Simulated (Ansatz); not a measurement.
# Cs on Mg(0001): change of the work function

Wanted: Δφ(θ) for Cs/Mg(0001), starting from the fcc site.

Program: Ansatz 0.2.0. Level of theory: plane-wave DFT, PBE, Ansatz PAW. Values are calculated unless marked as measured.

This is a report of a sequence of runs, with the program logs left out and the cost of each run kept.

**1. Starting point**

The cell holds 4 atoms: 4 Mg. Cell: a = 3.210 Å, b = 3.210 Å, c = 25.820 Å, α = 90.0°, β = 90.0°, γ = 60.0°. Vacuum lies along c.

**2. The clean slab**

The bare slab comes first, as the zero from which every change is counted. The two lowest layers are held at bulk places and the upper ones relax. The dipole correction removes the false field that a one-sided slab makes across the periodic vacuum, so each face gets a flat vacuum level of its own.

input.yaml reads:

```yaml
crystal:
  lattice:
    - [3.21, 0.0, 0.0]
    - [1.605, 2.7799415461, 0.0]
    - [0.0, 0.0, 25.81956]
  atoms:
    - { symbol: Mg, position: [0.6666666667, 0.6666666667, 0.3485729424] }
    - { symbol: Mg, position: [0.0, 0.0, 0.4495243141] }
    - { symbol: Mg, position: [0.6666666667, 0.6666666667, 0.5504756859] }
    - { symbol: Mg, position: [0.0, 0.0, 0.6514270576] }
kpoints:
  mp_grid: { grid: [12, 12, 1] }
hamiltonian:
  xc: pbe
scf:
  occupations: { method: fermi_dirac, width: 0.1 }
  convergence: { dr2_threshold: 1.0e-08 }
efield:
  axis: 3
  dipole_correction: true
  ramp_position: 0.97
  ramp_width: 0.06
relax:
  f_tol: 0.02
  max_steps: 60
  constraints: [{ sites: [0, 1] }]
output:
  write_potential: true
  write_density: true
  volumetric_format: npy
```

Command:

```console
$ ansatz run input.yaml --threads 4 --pin off --max-ram 16384MiB --backend cpu --events-out ev --progress --plain --runs-dir out
```

Run time: 3.9 s. Hardware: 4 threads of Arm Neoverse V2, shared host; peak memory 0.51 GiB.

Relaxation path:

| step | energy less that of the first step (eV) | largest force component (eV/Å) |
| --- | --- | --- |
| 1 | 0.0000 | 0.0442 |
| 2 | -0.0007 | 0.0154 |

The run keeps the 6 symmetry operations that the program found, so distortions that break them were not tested.

The atoms that moved most (Å):

| atom | dx | dy | dz | length |
| --- | --- | --- | --- | --- |
| Mg4 | 0.000 | 0.000 | 0.029 | 0.029 |
| Mg3 | 0.000 | 0.000 | 0.005 | 0.005 |

Final coordinates:

```xyz
4
Lattice="3.2100 0.0000 0.0000 1.6050 2.7799 0.0000 0.0000 0.0000 25.8196" Properties=species:S:1:pos:R:3
Mg    3.2100    1.8533    9.0000
Mg    0.0000    0.0000   11.6065
Mg    3.2100    1.8533   14.2181
Mg    0.0000    0.0000   16.8482
```

Numbers from this step:

```
energy at zero smearing   : -7694.5790 eV
work function, upper face : 3.787 eV
dipole along the normal   : 2.20e-4 e·Å
```

Running mean over 2.60652 Å of the planar mean; the ramp of the sawtooth is left out. Electron's electrostatic potential energy less the Fermi level against z:

z (Å), electron's electrostatic potential energy less the Fermi level (eV) and a bar from the least value:
```
      3.5       3.79 ##############################
      4.0       3.79 ##############################
      4.5       3.79 ##############################
      5.0       3.78 ##############################
      5.5       3.74 ##############################
      6.0       3.64 #############################
      6.5       3.35 ############################
      7.0       2.60 #########################
      7.5       0.69 ##################
      8.0      -2.09 ########
      8.5      -3.58 ##
      9.0      -4.02 
      9.5      -4.07 
     10.0      -4.04 
     10.5      -4.02 
     11.0      -4.01 
     11.5      -4.00 
     12.0      -3.99 
     12.5      -3.98 
     13.0      -3.98 
     13.5      -3.99 
     14.0      -4.00 
     14.5      -3.99 
     15.0      -3.95 
     15.5      -3.89 #
     16.0      -3.97 
     16.5      -4.06 
     17.0      -3.95 
     17.5      -3.30 ###
     18.0      -1.31 ###########
     18.5       1.45 #####################
     19.0       2.90 ###########################
     19.5       3.47 #############################
     20.0       3.68 ##############################
     20.5       3.75 ##############################
     21.0       3.78 ##############################
     21.5       3.78 ##############################
     22.0       3.79 ##############################
     22.5       3.79 ##############################
```

The relaxation took 2 steps and lowered the energy by 7.4e-4 eV; the largest force on the free atoms ends at 0.015 eV/Å.

The work function of the upper face is 3.79 eV.

**3. The covered slab, k-mesh 4×4×1, coverage 0.111 ML**

System of this step: Cs/Mg(0001). The cell holds 37 atoms: 36 Mg and 1 Cs. Its edges and angles: a = 9.630 Å, b = 9.630 Å, c = 29.354 Å, α = 90.0°, β = 90.0°, γ = 60.0°. Vacuum lies along c.

The clean slab as it ended is repeated in the plane and the adsorbate is set on one face; the cell's size fixes the coverage, and the k-mesh shrinks with it to keep the sampling density about even. Adsorbate and upper layers relax, since the dipole depends on the height.

input.yaml reads:

```yaml
crystal:
  lattice:
    - [9.6299999999, 0.0, 0.0]
    - [4.815, 8.3398246384, 0.0]
    - [0.0, 0.0, 29.3540263164]
  atoms:
    - { symbol: Mg, position: [0.2222222222, 0.2222222222, 0.3066018918] }
    - { symbol: Mg, position: [0.0, 0.0, 0.3953978876] }
    - { symbol: Mg, position: [0.2222222222, 0.2222222222, 0.4843675383] }
    - { symbol: Mg, position: [0.0, 0.0, 0.573967148] }
    - { symbol: Mg, position: [0.2222222222, 0.5555555556, 0.3066018918] }
    - { symbol: Mg, position: [0.0, 0.3333333333, 0.3953978876] }
    - { symbol: Mg, position: [0.2222222222, 0.5555555556, 0.4843675383] }
    - { symbol: Mg, position: [0.0, 0.3333333333, 0.573967148] }
[... 25 atom lines left out ...]
    - { symbol: Mg, position: [0.6666666667, 0.6666666667, 0.3953978876] }
    - { symbol: Mg, position: [0.8888888889, 0.8888888889, 0.4843675383] }
    - { symbol: Mg, position: [0.6666666667, 0.6666666667, 0.573967148] }
    - { symbol: Cs, position: [0.1111111111, 0.1111111111, 0.6933981082] }
kpoints:
  mp_grid: { grid: [4, 4, 1] }
hamiltonian:
  xc: pbe
scf:
  occupations: { method: fermi_dirac, width: 0.1 }
  convergence: { dr2_threshold: 1.0e-08 }
efield:
  axis: 3
  dipole_correction: true
  ramp_position: 0.97
  ramp_width: 0.06
relax:
  f_tol: 0.02
  max_steps: 60
  constraints:
    - { sites: [0, 1, 4, 5, 8, 9, 12, 13, 16, 17, 20, 21, 24, 25, 28, 29, 32, 33] }
output:
  write_potential: true
  write_density: true
  volumetric_format: npy
```

Run time: 4.1 min. Hardware: 4 threads; peak memory 8.4 GiB.

The steps of the relaxation:

| step | energy less that of the first step (eV) | largest force component (eV/Å) |
| --- | --- | --- |
| 1 | 0.0000 | 0.1263 |
| 2 | -0.0228 | 0.0985 |
| 3 | -0.0313 | 0.0268 |
| 4 | -0.0316 | 0.0061 |

The run keeps the 6 symmetry operations that the program found, so distortions that break them were not tested.

The atoms that moved most (Å):

| atom | dx | dy | dz | length |
| --- | --- | --- | --- | --- |
| Cs37 | 0.000 | 0.000 | -0.196 | 0.196 |
| Mg8 | 0.000 | 0.019 | -0.102 | 0.103 |
| Mg16 | 0.016 | -0.009 | -0.102 | 0.103 |
| Mg4 | -0.016 | -0.009 | -0.102 | 0.103 |
| Mg20 | -0.009 | -0.005 | 0.048 | 0.049 |
| Mg24 | 0.000 | 0.011 | 0.048 | 0.049 |
| Mg32 | 0.009 | -0.005 | 0.048 | 0.049 |
| Mg36 | 0.003 | 0.002 | 0.037 | 0.037 |

Final coordinates:

```
Mg Cs
1.0
     9.63000    0.00000    0.00000
     4.81500    8.33982    0.00000
     0.00000    0.00000   29.35403
Mg Cs
36 1
Direct
  0.22222 0.22222 0.30660
  0.00000 0.00000 0.39540
  0.22300 0.22300 0.48333
  0.99888 0.99888 0.57050
  0.22222 0.55556 0.30660
  0.00000 0.33333 0.39540
  0.22210 0.55561 0.48523
  0.99888 0.33557 0.57050
  0.22222 0.88889 0.30660
  0.00000 0.66667 0.39540
  0.22300 0.88733 0.48333
  0.99961 0.66686 0.57522
  0.55556 0.22222 0.30660
  0.33333 0.00000 0.39540
  0.55561 0.22210 0.48523
  0.33557 0.99888 0.57050
  0.55556 0.55556 0.30660
  0.33333 0.33333 0.39540
  0.55561 0.55561 0.48523
  0.33270 0.33270 0.57560
  0.55556 0.88889 0.30660
  0.33333 0.66667 0.39540
  0.55729 0.88802 0.48395
  0.33270 0.66794 0.57560
  0.88889 0.22222 0.30660
  0.66667 0.00000 0.39540
  0.88733 0.22300 0.48333
  0.66686 0.99961 0.57522
  0.88889 0.55556 0.30660
  0.66667 0.33333 0.39540
  0.88802 0.55729 0.48395
  0.66794 0.33270 0.57560
  0.88889 0.88889 0.30660
  0.66667 0.66667 0.39540
  0.88802 0.88802 0.48395
  0.66686 0.66686 0.57522
  0.11111 0.11111 0.68671
```

This step gave:

```yaml
energy_at_zero_smearing: -74922.6535 eV
work_function_upper_face: 1.594 eV
work_function_lower_face: 3.772 eV
dipole_along_the_normal: 0.9666 e·Å
step_between_the_vacuum_levels: -2.178 eV
```

Running mean over 2.60652 Å of the planar mean; the ramp of the sawtooth is left out. Table of electron's electrostatic potential energy less the Fermi level by z:

| z (Å) | electron's electrostatic potential energy less the Fermi level (eV) |
| --- | --- |
| 4 | 3.77 |
| 5 | 3.76 |
| 6 | 3.62 |
| 7 | 2.59 |
| 8 | -2.09 |
| 9 | -4.03 |
| 10 | -4.04 |
| 11 | -4.01 |
| 12 | -4.00 |
| 13 | -4.01 |
| 14 | -4.00 |
| 15 | -3.96 |
| 16 | -3.96 |
| 17 | -3.95 |
| 18 | -1.58 |
| 19 | 1.51 |
| 20 | 1.17 |
| 21 | 0.988 |
| 22 | 1.37 |
| 23 | 1.57 |
| 24 | 1.59 |
| 25 | 1.59 |
| 26 | 1.59 |

The relaxation took 4 steps and lowered the energy by 0.032 eV; the largest force on the free atoms ends at 0.0061 eV/Å.

The covered face has 1.59 eV, -2.19 eV against the clean one; the bare back face has moved by -0.02 eV, a measure of how thin the slab is.

**4. Adsorbate added, k-mesh 6×6×1, coverage 0.25 ML**

System of this step: Cs/Mg(0001). The cell holds 17 atoms: 16 Mg and 1 Cs. Cell: a = 6.420 Å, b = 6.420 Å, c = 29.354 Å, α = 90.0°, β = 90.0°, γ = 60.0°. Vacuum lies along c.

Another coverage, to see how the dipoles act on each other as their distance changes.

input.yaml reads:

```yaml
crystal:
  lattice:
    - [6.4199999999, 0.0, 0.0]
    - [3.21, 5.5598830922, 0.0]
    - [0.0, 0.0, 29.3540263164]
  atoms:
    - { symbol: Mg, position: [0.3333333333, 0.3333333333, 0.3066018918] }
    - { symbol: Mg, position: [0.0, 0.0, 0.3953978876] }
    - { symbol: Mg, position: [0.3333333333, 0.3333333333, 0.4843675383] }
    - { symbol: Mg, position: [0.0, 0.0, 0.573967148] }
    - { symbol: Mg, position: [0.3333333333, 0.8333333333, 0.3066018918] }
    - { symbol: Mg, position: [0.0, 0.5, 0.3953978876] }
    - { symbol: Mg, position: [0.3333333333, 0.8333333333, 0.4843675383] }
    - { symbol: Mg, position: [0.0, 0.5, 0.573967148] }
    - { symbol: Mg, position: [0.8333333333, 0.3333333333, 0.3066018918] }
    - { symbol: Mg, position: [0.5, 0.0, 0.3953978876] }
    - { symbol: Mg, position: [0.8333333333, 0.3333333333, 0.4843675383] }
    - { symbol: Mg, position: [0.5, 0.0, 0.573967148] }
    - { symbol: Mg, position: [0.8333333333, 0.8333333333, 0.3066018918] }
    - { symbol: Mg, position: [0.5, 0.5, 0.3953978876] }
    - { symbol: Mg, position: [0.8333333333, 0.8333333333, 0.4843675383] }
    - { symbol: Mg, position: [0.5, 0.5, 0.573967148] }
    - { symbol: Cs, position: [0.1666666667, 0.1666666667, 0.6933981082] }
kpoints:
  mp_grid: { grid: [6, 6, 1] }
hamiltonian:
  xc: pbe
scf:
  occupations: { method: fermi_dirac, width: 0.1 }
  convergence: { dr2_threshold: 1.0e-08 }
efield:
  axis: 3
  dipole_correction: true
  ramp_position: 0.97
  ramp_width: 0.06
relax:
  f_tol: 0.02
  max_steps: 60
  constraints: [{ sites: [0, 1, 4, 5, 8, 9, 12, 13] }]
output:
  dos: { projected: true, e_range: [-8, 4] }
  write_potential: true
  write_density: true
  volumetric_format: npy
  elf: true
```

Run time: 50 s. Hardware: 4 threads; peak memory 2.6 GiB; 3.3 min of CPU time.

Step by step:

| step | energy less that of the first step (eV) | largest force component (eV/Å) |
| --- | --- | --- |
| 1 | 0.0000 | 0.1222 |
| 2 | -0.0092 | 0.0721 |
| 3 | -0.0129 | 0.0069 |

Forces are held to the 6 operations that the program found; a distortion that breaks them can't arise in this run.

The atoms that moved most (Å):

| atom | dx | dy | dz | length |
| --- | --- | --- | --- | --- |
| Mg16 | 0.000 | 0.000 | 0.104 | 0.104 |
| Mg8 | 0.000 | 0.012 | -0.058 | 0.060 |
| Mg12 | 0.011 | -0.006 | -0.058 | 0.060 |
| Mg4 | -0.011 | -0.006 | -0.058 | 0.060 |
| Cs17 | 0.000 | 0.000 | -0.053 | 0.053 |
| Mg15 | 0.000 | 0.000 | -0.029 | 0.029 |
| Mg3 | 0.008 | 0.004 | -0.002 | 0.009 |
| Mg11 | -0.008 | 0.004 | -0.002 | 0.009 |

The relaxed structure:

```xyz
17
Lattice="6.4200 0.0000 0.0000 3.2100 5.5599 0.0000 0.0000 0.0000 29.3540" Properties=species:S:1:pos:R:3
Mg    3.2100    1.8533    9.0000
Mg    0.0000    0.0000   11.6065
Mg    3.2177    1.8577   14.2163
Mg   -0.0107   -0.0062   16.7900
Mg    4.8150    4.6332    9.0000
Mg    1.6050    2.7799   11.6065
Mg    4.8150    4.6244   14.2163
Mg    1.6050    2.7923   16.7900
Mg    6.4200    1.8533    9.0000
Mg    3.2100    0.0000   11.6065
Mg    6.4123    1.8577   14.2163
Mg    3.2207   -0.0062   16.7900
Mg    8.0250    4.6332    9.0000
Mg    4.8150    2.7799   11.6065
Mg    8.0250    4.6332   14.1896
Mg    4.8150    2.7799   16.9519
Cs    1.6050    0.9266   20.3009
```

Read from the output:

```
energy at zero smearing        : -36449.5701 eV
work function, upper face      : 1.866 eV
work function, lower face      : 3.754 eV
dipole along the normal        : 0.3722 e·Å
step between the vacuum levels : -1.887 eV
```

Running mean over 2.60652 Å of the planar mean; the ramp of the sawtooth is left out. Table of electron's electrostatic potential energy less the Fermi level by z:

| z (Å) | electron's electrostatic potential energy less the Fermi level (eV) |
| --- | --- |
| 4 | 3.75 |
| 5 | 3.74 |
| 6 | 3.61 |
| 7 | 2.57 |
| 8 | -2.10 |
| 9 | -4.03 |
| 10 | -4.04 |
| 11 | -4.02 |
| 12 | -4.01 |
| 13 | -4.03 |
| 14 | -4.01 |
| 15 | -4.00 |
| 16 | -4.00 |
| 17 | -3.95 |
| 18 | -1.67 |
| 19 | 0.593 |
| 20 | -0.633 |
| 21 | -0.725 |
| 22 | 0.619 |
| 23 | 1.53 |
| 24 | 1.76 |
| 25 | 1.84 |
| 26 | 1.86 |

The density of states has structure finer than the step of the table below, so its rows give means over 0.5 eV. Peaks (eV: height): -2.44: 30.9, -1.74: 18.9, -1.68: 18.3, -0.90: 17.5, -0.69: 19.2, 1.20: 20.5, 1.65: 23.6.

Table of density of states by energy, zero at the Fermi level; means over each step:

| energy (eV) | density of states (states/eV a cell) |
| --- | --- |
| -7.0 | 0 |
| -6.5 | 0.805 |
| -6.0 | 1.53 |
| -5.5 | 3.14 |
| -5.0 | 3.30 |
| -4.5 | 3.16 |
| -4.0 | 5.15 |
| -3.5 | 3.65 |
| -3.0 | 6.59 |
| -2.5 | 5.25 |
| -2.0 | 7.79 |
| -1.5 | 5.64 |
| -1.0 | 8.95 |
| -0.5 | 6.88 |
| 0.0 | 8.72 |
| 0.5 | 8.78 |
| 1.0 | 11.8 |
| 1.5 | 12.5 |

Projected DOS per atom over height of the atomic layer and energy from the Fermi level. Layers: Mg4 Mg4 Mg4 Mg4 Cs from below.

Ten even steps from '0' (0.00 states/eV) to '9' (0.99 states/eV), each cell a mean:
```
01002
11001
21126
10019
11116
11114
22223
12211
43341
22220
32330
32230
22220
32230
11110
12210
12210
01100
01100
00000
00000
00000
```
Columns: height of the atomic layer (Å) from 9 to 20.3 (not evenly spaced); rows upwards: energy from the Fermi level (eV) from -7.96 to 1.95.

ELF in the ca plane at fractional y = 0.000, with atoms of Mg within 0.2 Å of it. It is the smooth field of the valence electrons, not physical close to the nuclei.

Ten even steps from '0' (0.01) to '9' (0.89), each cell a mean:
```
03433036777775114341143100000000001121100000
20221156655666302210354200000000012221100000
42112455311245531124554210000001122221100000
55555554100035555667654211000112222221100000
55555554100035555667654211000112222221100000
42112455311245531123554210000001122221100000
21221156655665302210354200000000012221100000
03333036777775114341143100000000001121100000
03334036777775124241142001222100000111110000
11332046666765213430241014666310000111110000
31110255533455410112430147998631000011110000
54334554200135544356630269999852000011110000
56666554100025556677620279999862000011110000
54334554200135544456630269999852000011110000
31000255533455410002430147998631000011110000
11442046666765213430241014666310000111110000
03324036777775124241142000121100000111110000
```
Columns run along c (16.0 Å, from fractional 0.36 to 0.91 of the cell), rows up along a (6.4 Å). Atoms in or near the plane, at fractional coordinates: Mg at (0.40, 0.00), Mg at (0.57, 0.00), Mg at (0.40, 0.50), Mg at (0.57, 0.50).

Electrostatic potential energy in the ca plane at fractional y = 0.000, with atoms of Mg within 0.2 Å of it. With pseudopotentials it is smooth inside the atoms' cores, unlike the true potential.

Values in eV, 9 rows by 16 columns, each cell a mean:
```
-19 -27   0   2   2 -11 -33  -2   3   2   2   3   3   3   3   3
 -1  -2   1  -3   0   0  -2   2   4   3   3   3   3   3   3   3
  1   0   1  -4  -1   1   0   3   4   3   3   3   3   3   3   3
-13 -20   0   1   2  -8 -25  -1   3   3   2   3   3   3   3   3
-27 -38   0   2   2 -17 -45  -3   2   1   1   2   3   3   3   3
 -7 -11   1   0   1  -3 -13   0   1  -6  -4   1   3   3   3   3
  1   1   1  -5  -1   2   1   3   0 -17 -11   1   2   3   3   3
 -3  -6   1  -2   0  -1  -6   1   0 -10  -6   1   3   3   3   3
-24 -35   0   2   2 -15 -41  -3   2   0   0   2   3   3   3   3
```
Columns run along c (16.0 Å, from fractional 0.36 to 0.91 of the cell; values clipped at the 3rd and 97th percentile), rows up along a (6.4 Å). Atoms in or near the plane, at fractional coordinates: Mg at (0.40, 0.00), Mg at (0.57, 0.00), Mg at (0.40, 0.50), Mg at (0.57, 0.50).

Valence density in the ca plane at fractional y = 0.000, with atoms of Mg within 0.2 Å of it. It is the smooth field of the valence electrons, not physical close to the nuclei.

Ten steps, logarithmic in the rise over the least value, from '0' (0 e/Å³) to '9' (25 e/Å³), each cell a mean:
```
04885100000000027962000000000000000000000000
01331000000000013420000000000000000000000000
00000000000000000000000000000000000000000000
00000000000000000000000000000000000000000000
00000000000000000000000000000000000000000000
00000000000000000000000000000000000000000000
01341000000000013420000000000000000000000000
04885100000000037962000000000000000000000000
15996100000000038972000000000000000000000000
03663000000000015741000000000000000000000000
00110000000000001110000001111000000000000000
00000000000000000000000012222100000000000000
00000000000000000000000012332100000000000000
00000000000000000000000012222100000000000000
00110000000000001110000001111000000000000000
02663000000000015641000000000000000000000000
15996100000000038972000000000000000000000000
```
Columns run along c (16.0 Å, from fractional 0.36 to 0.91 of the cell), rows up along a (6.4 Å). Atoms in or near the plane, at fractional coordinates: Mg at (0.40, 0.00), Mg at (0.57, 0.00), Mg at (0.40, 0.50), Mg at (0.57, 0.50).

The relaxation took 3 steps and lowered the energy by 0.013 eV; the largest force on the free atoms ends at 0.0069 eV/Å.

By hand: a sheet of dipoles makes a step −p/(ε₀A) in the electron's potential. With e/ε₀ = 180.95 V·Å, p = 0.3722 e·Å and A = 35.69 Å², that is −180.95 × (0.3722) / 35.69 = -1.887 eV, and the two vacuum levels of the run differ by -1.887 eV.

The covered face has 1.87 eV, -1.92 eV against the clean one; the bare back face has moved by -0.04 eV, a measure of how thin the slab is.

**5. Work function against coverage**

This step: plane-wave DFT, PBE, Ansatz PAW; work function against coverage (Ansatz 0.2.0).

The runs are now put side by side.

Numbers from this step:

```
work function of the clean face     : 3.787 eV
largest change of the work function : -2.194 eV
```

The work function of the covered face by coverage:

| coverage (adsorbates/nm²) | work function of the covered face (eV) |
| --- | --- |
| 0.00 | 3.79 |
| 1.25 | 1.59 |
| 2.80 | 1.87 |

The dipole per adsorbate comes from the change of the cell's dipole. Coverage, by row:

| coverage (1/nm²) | coverage (ML) | work function (eV) | change (eV) | dipole per adsorbate, positive end outwards (debye) | mean height of the added atoms over the highest substrate atom (Å) |
| --- | --- | --- | --- | --- | --- |
| 1.245 | 0.1111 | 1.594 | -2.194 | 4.634 | 3.262 |
| 2.802 | 0.25 | 1.867 | -1.921 | 1.784 | 3.349 |

**6. Outcome**

```
work function of the clean face                        : 3.79 eV
work function at 0.11 ML                               : 1.59 eV
work function at 0.25 ML                               : 1.87 eV
dipole per adsorbate at 0.11 ML, positive end outwards : 4.63 D
```

**Reading.** Cs lowers the work function of Mg(0001) at the lowest coverage, by 2.19 eV: the adsorbate layer has its positive end outwards. The slab has 4 layers, at the tabulated experimental lattice constant, one starting site was run, and quantum-size effects of a slab this thin can reach one or two tenths of an eV.

[Long decimals in the printed logs are rounded to 6 places.]

[Logs are printed without paths, hosts, clocks, repeated set-up lines and the standing remarks that a program may print on its own settings, such as how far it seeks lower states.]

[Hosts, paths, dates, database ids (printed as entryN), source tags and the programs' standing remarks are cut or masked in the printed files.]

[Maps of the electrostatic potential energy from Ansatz leave out the sawtooth potential of an applied field or a dipole correction, so their vacuum need not be flat; planar profiles and work functions include it.]

[The density of states shown here was stored with 400 of the rows of the run's finer table, so its peaks can read low, often by over a quarter, or be missed, and its means over a window can be off by a tenth or more.]
